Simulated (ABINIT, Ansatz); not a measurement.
# Quasiparticle gap of MgZrF6 (Fm-3m) in ABINIT

Aim: the G0W0 gap of MgZrF6 (Fm-3m) on LDA, step by step.

Main program and level: ABINIT 10.8.3; LDA and many-body steps on it, plane waves.

Report form: the programs' logs are mostly left out.

## Step 1: Starting point

The structure is cubic, space group Fm-3m (No. 225). Conventional cell: a = 7.976 Å, b = 7.976 Å, c = 7.976 Å, α = 90.00°, β = 90.00°, γ = 90.00°. Nearest to Mg lie 6 F at 1.98 Å. Nearest to Zr lie 6 F at 2.01 Å. F has 1 Mg at 1.98 Å and 1 Zr at 2.01 Å nearest. Farther neighbours and most contacts between anions are not listed.

The cell and positions are those that the Materials Project relaxed with its own functionals (PBE, PBE+U or r2SCAN), kept fixed.

## Step 2: Ground state

This step: ABINIT 10.8.3; DFT, LDA, plane waves, norm-conserving pseudopotentials.

The ground-state density comes first.

Input file run.abi:

```
acell 3*1.0 Angstrom
rprim 
  0.000000000000 3.988016550000 3.988016550000
  3.988016550000 0.000000000000 3.988016550000
  3.988016550000 3.988016550000 -0.000000000000
ntypat 3
znucl 12 40 9
natom 8
typat 1 2 3 3 3 3 3 3
xred 
  0.500000000000 0.500000000000 0.500000000000
  0.000000000000 0.000000000000 0.000000000000
  0.747623080000 0.252376920000 0.252376920000
  0.252376920000 0.747623080000 0.747623080000
  0.252376920000 0.747623080000 0.252376920000
  0.747623080000 0.252376920000 0.747623080000
  0.252376920000 0.252376920000 0.747623080000
  0.747623080000 0.747623080000 0.252376920000
pp_dirpath "pseudos"
pseudos "Mg.upf, Zr.upf, F.upf"
ecut 38
ngkpt 4 4 4
nshiftk 1
shiftk 0 0 0
kptopt 1
chksymbreak 0
nband 40
occopt 1
tolvrs 1e-10
nstep 60
prtwf 0
optforces 0
optstress 0
indata_prefix "in"
outdata_prefix "out"
tmpdata_prefix "tmp"
```

Run with:

```sh
> OMP_NUM_THREADS=1 mpirun -n 4 abinit run.abi > log
```

It took 37 s on 4 MPI ranks of Arm Neoverse V2, shared host; peak memory 0.49 GiB.

This step gave:

* total energy: -7020.3892 eV
* gap: 6.824 eV
* k of the valence top: 0, 0, 0
* k of the conduction bottom: 0, 0, 0
* least direct gap: 6.824 eV

The gap is direct, at Γ.

## Step 3: Bands along the symmetry lines

Levels along a band path, at the cheap level, show where the edges lie and whether the meshes to come will hold them.

run.abi: that of step 2 with these lines changed.

```diff
@@ -21,14 +21,40 @@
 ecut 38
-ngkpt 4 4 4
-nshiftk 1
-shiftk 0 0 0
-kptopt 1
-chksymbreak 0
-nband 40
-occopt 1
-tolvrs 1e-10
-nstep 60
+iscf -2
+irdden 1
+kptopt 0
+nkpt 26
+kpt 
+  0.00000000 0.00000000 0.00000000
+  0.12500000 0.00000000 0.12500000
+  0.25000000 0.00000000 0.25000000
+  0.37500000 0.00000000 0.37500000
+  0.50000000 0.00000000 0.50000000
+  0.53125000 0.06250000 0.53125000
+  0.56250000 0.12500000 0.56250000
+  0.59375000 0.18750000 0.59375000
+  0.62500000 0.25000000 0.62500000
+  0.37500000 0.37500000 0.75000000
+  0.28125000 0.28125000 0.56250000
+  0.18750000 0.18750000 0.37500000
+  0.09375000 0.09375000 0.18750000
+  0.00000000 0.00000000 0.00000000
+  0.12500000 0.12500000 0.12500000
+  0.25000000 0.25000000 0.25000000
+  0.37500000 0.37500000 0.37500000
+  0.50000000 0.50000000 0.50000000
+  0.50000000 0.43750000 0.56250000
+  0.50000000 0.37500000 0.62500000
+  0.50000000 0.31250000 0.68750000
+  0.50000000 0.25000000 0.75000000
+  0.50000000 0.18750000 0.68750000
+  0.50000000 0.12500000 0.62500000
+  0.50000000 0.06250000 0.56250000
+  0.50000000 0.00000000 0.50000000
+istwfk *1
+nband 39
+nbdbuf 2
+tolwfr 1e-08
+nstep 40
 prtwf 0
-optforces 0
-optstress 0
+prtvol 0
 indata_prefix "in"
```

The job ended after 56 s (4 MPI ranks; peak memory 0.48 GiB).

This step gave:

- gap: 6.824 eV
- k of the valence top: 0, 0, 0
- k of the conduction bottom: 0, 0, 0
- least direct gap: 6.824 eV

The gap is 6.824 eV, as in the run before at this level.

The electronic bands at the labelled points (eV, zero at the top of the highest filled band):

```csv
point,band 29,band 30,band 31,band 32,band 33,band 34,band 35,band 36
Γ,-0.61,0.00,0.00,0.00,6.82,6.82,6.82,7.48
halfway,-0.61,-0.26,-0.26,0.00,6.83,6.95,6.95,8.30
X,-0.74,-0.59,-0.59,0.00,6.84,7.07,7.07,9.25
halfway,-0.67,-0.64,-0.58,-0.04,6.86,7.06,7.07,9.34
U,-0.63,-0.56,-0.48,-0.12,6.90,7.03,7.05,9.57
jump to K,-0.63,-0.56,-0.48,-0.12,6.90,7.03,7.05,9.57
halfway,-0.48,-0.26,-0.18,-0.12,6.88,6.93,6.93,8.43
Γ,-0.61,0.00,0.00,0.00,6.82,6.82,6.82,7.48
halfway,-0.53,-0.14,-0.14,-0.09,6.86,6.90,6.90,8.14
L,-0.44,-0.44,-0.34,-0.29,6.88,6.98,6.98,9.67
halfway,-0.58,-0.54,-0.28,-0.27,6.93,6.97,7.02,9.76
W,-0.79,-0.79,-0.25,-0.25,6.96,6.96,7.07,9.64
halfway,-0.68,-0.65,-0.53,-0.07,6.88,7.04,7.07,9.42
X,-0.74,-0.59,-0.59,0.00,6.84,7.07,7.07,9.25
```

## Step 4: Empty states on the mesh, 2×2×2 mesh, 102 bands

The sums over transitions need many empty states on a uniform mesh; this step solves for them.

Input file run.abi:

```
acell 3*1.0 Angstrom
rprim 
  0.000000000000 3.988016550000 3.988016550000
  3.988016550000 0.000000000000 3.988016550000
  3.988016550000 3.988016550000 -0.000000000000
ntypat 3
znucl 12 40 9
natom 8
typat 1 2 3 3 3 3 3 3
xred 
  0.500000000000 0.500000000000 0.500000000000
  0.000000000000 0.000000000000 0.000000000000
  0.747623080000 0.252376920000 0.252376920000
  0.252376920000 0.747623080000 0.747623080000
  0.252376920000 0.747623080000 0.252376920000
  0.747623080000 0.252376920000 0.747623080000
  0.252376920000 0.252376920000 0.747623080000
  0.747623080000 0.747623080000 0.252376920000
pp_dirpath "pseudos"
pseudos "Mg.upf, Zr.upf, F.upf"
ecut 38
ngkpt 2 2 2
nshiftk 1
shiftk 0 0 0
kptopt 1
chksymbreak 0
iscf -2
irdden 1
istwfk *1
nband 102
nbdbuf 8
tolwfr 1e-09
nstep 60
prtvol 0
indata_prefix "in"
outdata_prefix "out"
tmpdata_prefix "tmp"
```

The job ended after 29 s (4 MPI ranks; peak memory 0.4 GiB).

This step gave:

| Property | Result |
| --- | --- |
| gap | 6.824 eV |
| k of the valence top | 0, 0, 0 |
| k of the conduction bottom | 0, 0, 0 |
| least direct gap | 6.824 eV |
| k points computed | 3 |
| lowest point of the top converged band, above the valence top | 36.82 eV |

On this mesh the gap is 6.824 eV.

## Step 5: Screening, 2×2×2 mesh, 94 bands, screening to 98 eV

The RPA dielectric matrix is built and inverted for each q.

This step: RPA screening on LDA, plane waves, norm-conserving pseudopotentials.

run.abi: that of step 4 with these lines changed.

```diff
@@ -26,10 +26,11 @@
 chksymbreak 0
-iscf -2
-irdden 1
 istwfk *1
-nband 102
-nbdbuf 8
-tolwfr 1e-09
-nstep 60
-prtvol 0
+occopt 1
+irdwfk 1
+optdriver 3
+nband 94
+ecuteps 3.6
+inclvkb 2
+awtr 1
+symchi 1
 indata_prefix "in"
```

Run time: 17 s. Hardware: 4 MPI ranks; peak memory 1.4 GiB; 69 s of CPU time.

Numbers from this step:

| Property | Result |
| --- | --- |
| ε∞ with local fields, on this mesh, along the program's q direction | 1.986 |
| the same without local fields | 2.176 |
| plasma frequency | 26.38 eV |
| plane waves in the screening matrix | 283 |

Local fields lower ε∞ by 9 %. On a Γ-centred mesh this coarse the value itself is usually too large, while a short band sum pulls it down.

## Step 6: Self-energy, 2×2×2 mesh, 94 bands, screening to 98 eV

The self-energy is evaluated for the states that the input lists, and the levels follow from it, in one-shot runs by the linearised quasiparticle equation.

This step: G0W0 on LDA, plane waves, norm-conserving pseudopotentials.

run.abi: that of step 5 with these lines changed.

```diff
@@ -29,8 +29,15 @@
 irdwfk 1
-optdriver 3
+optdriver 4
 nband 94
+gwcalctyp 0
+ecutsigx 38
+symsigma 1
+nkptgw 1
+kptgw 
+  0.0000000000 0.0000000000 0.0000000000
+bdgw 
+  30 35
 ecuteps 3.6
-inclvkb 2
-awtr 1
-symchi 1
+irdscr 1
+ppmodel 1
 indata_prefix "in"
```

Wall time 4.8 s (4 MPI ranks); peak memory 1.2 GiB; 19 s of CPU time.

Numbers from this step:

| Item | Value |
| --- | --- |
| G0W0 gap on the points computed | 12.08 eV |
| starting gap on the mesh | 6.824 eV |
| k of the valence top | 0, 0, 0 |
| k of the conduction bottom | 0, 0, 0 |
| Z at the valence top | 0.807 |
| Z at the conduction bottom | 0.861 |
| least direct G0W0 gap on the computed points | 12.08 eV |

The gap on the mesh goes from 6.82 eV to 12.08 eV, a correction of +5.26 eV.

Limits: finite bands, cutoff and mesh; no spin-orbit coupling; coarse k mesh. v1 is the top filled band, c1 the lowest empty one. Levels before and after the correction, in eV, zero at the valence-band top of each column:

```csv
,conduction bottom,valence top
Kohn-Sham,6.82,0.00
G0W0,12.08,0.00
```

```csv
,level,energy (eV)
Kohn-Sham,Γ v3-v1,0.000
Kohn-Sham,Γ c1-c3,6.824
G0W0,Γ v3-v1,0.000
G0W0,Γ c1-c3,12.083
```

## Step 7: Where the time went

Times are wall times on 4 MPI ranks of Arm Neoverse V2, shared host, good to a factor of about two.

```csv
step,time,share,memory (GiB)
ground state,37 s,25 %,0.49
bands along the symmetry lines,56 s,39 %,0.48
empty states on the mesh,29 s,20 %,0.4
screening,17 s,12 %,1.4
self-energy,4.8 s,3 %,1.2
```

## Step 8: What came out

| Quantity | Value |
| --- | --- |
| LDA gap | 6.82 eV, direct |
| G0W0 gap on the mesh | 12.08 eV |
| GW settings | 2×2×2 mesh, 94 bands, screening to 98 eV, Godby-Needs plasmon pole |
| known limits | not at the basis limit; no spin-orbit coupling; coarse k mesh |

G0W0 moves the gap on the mesh from 6.82 eV to 12.08 eV (+5.26 eV), with Z of 0.81 and 0.86 at the edges. Local fields lower the RPA ε∞ on this mesh from 2.18 to 1.99; a Γ-centred mesh this coarse tends to raise both, most where the direct gap is narrow, while a short band sum lowers them. Only 1 of the mesh's irreducible points was corrected, so a valley elsewhere could overtake. The dearest step here is «bands along the symmetry lines». Bands and cutoff are finite, so the gap is not at the basis limit. The miss can reach some tenths of an eV and take either sign; the mesh is an error of its own. In the G0W0 run levels were corrected at 1 k point alone, so a gap called «on the mesh» is the least over those, and an edge elsewhere would be missed. The 2×2×2 mesh is coarse for this cell, which bears on the long-range parts of exchange and screening. The many-body steps are scalar-relativistic: spin-orbit coupling is not in them.

[Paths, hosts, dates, memory and timing lines, banners, echoed tables and standing remarks are left out of the program output.]

[Logs are printed without paths, hosts, clocks, repeated set-up lines and the standing remarks that a program may print on its own settings, such as how far it seeks lower states.]

[Runs of the session that timed out or met a known fault of the program may be left out.]

[Hosts, paths, dates, database ids (printed as entryN), source tags and the programs' standing remarks are cut or masked in the printed files.]

[G0W0 gaps are taken among the corrected bands and points alone; a level outside them can change the order at an edge.]

[Where Ansatz stands beside ABINIT at settings called matched, ABINIT's density can come from a denser mesh and the files from another edition; pairs whose starting gaps differed by over 0.03 eV were left out, so agreement reads better than it is.]
